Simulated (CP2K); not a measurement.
Consider chloroacetonitrile at its PBE geometry (Å).

```xyz
6

Cl   -1.3312    1.3798   -0.0378
C    -0.4201   -0.1724    0.0012
C     1.0175    0.0497    0.0020
N     2.1703    0.2103    0.0082
H    -0.7202   -0.7133    0.9064
H    -0.7162   -0.7540   -0.8801
```

Method: CP2K XAS_TDP, all-electron GAPW, PBEh(45%), aug-pc-1, TDA, GW2X-corrected core level, ZORA, spin–orbit coupling.

Question: Predict the bright core excitations at the Cl L₂,₃ edge.

Leading lines: Cl1 201.95 eV. The leading line of an atom is its first one with 35 % of the strongest within 2.5 eV of its lowest line over the strength cut. Core ionisation energies at this level: Cl1 207.62/207.79/209.19 eV; the 2p½ level lies 1.49 eV above the 2p3/2 pair.

The first six lines of each atom with a strength over 0.0003:

```
             atom  energy (eV)  states  strength, one atom  above the computed threshold
Cl1 (bonded to C)       201.95       2              0.0052                              
                        203.45       2              0.0039                              
                        205.29       2              0.0004                              
                        205.40       1              0.0017                              
                        206.61       2              0.0005                              
                        206.67       3              0.0003
```

Lines are vertical, at one geometry, with no vibrational structure. GW2X ionisation energies and lines can be off by 1 to 2 eV either way, and a good line position may hide errors that cancel. Rydberg lines, and the discretised continuum above threshold, depend on the basis and the box.

[Banner, clock and machine lines of the logs are left out without a mark of their own.]

[Logs are printed without paths, hosts, clocks, repeated set-up lines and the standing remarks that a program may print on its own settings, such as how far it seeks lower states.]

[Hosts, paths, dates, database ids (printed as entryN), source tags and the programs' standing remarks are cut or masked in the printed files.]
